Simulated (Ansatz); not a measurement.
# Is the response still linear at 0.4 V/Å? Fe(110), 6 layers

The dipole of a slab grows in proportion to a weak field along its normal. Does the weak-field slope carry to a strong field?

How it was computed: Ansatz 0.2.0, plane waves with PAW datasets (its set soft_2), PBE; atoms held at bulk places, 18 Å of vacuum, dipole correction, cell area 5.82 Å², spin-polarised, 22×22 k-points, smearing 0.1 eV. Without field the slab has no gap over 0.05 eV.

```
  run  field (V/Å)  dipole (e·Å)
run 1        −0.10      −0.04471
run 2        −0.05      −0.02236
run 3         0.00       0.00000
run 4         0.05       0.02236
run 5         0.10       0.04471
run 6         0.40             ?
```

**Question.** What value belongs in the row marked “?”, and how far can the other rows tell?

A least-squares line through the 5 rows shown has slope 0.447120 and intercept 0.000000; no row lies more than 0.00001 e·Å off it. A perfect conductor with that slope would be 180.95 × 0.44712 / 5.82 = 13.90 Å thick. At 0.40 it gives 0.447120 × 0.40 + 0.000000 = 0.17885 e·Å, beyond the rows fitted. Rounding and scatter of the rows alone allow about ±0.00002 e·Å there.

The run itself gives 0.17895 e·Å: a miss of +0.00010 e·Å. That is under 1 % of the induced dipole, so the response is still linear.

**Limits.** Ions are held, so this is the electronic response. Of the series that stay linear within 1 %, this collection keeps about one in seven, and it keeps all that bend.

[Logs are printed without paths, hosts, clocks, repeated set-up lines and the standing remarks that a program may print on its own settings, such as how far it seeks lower states.]
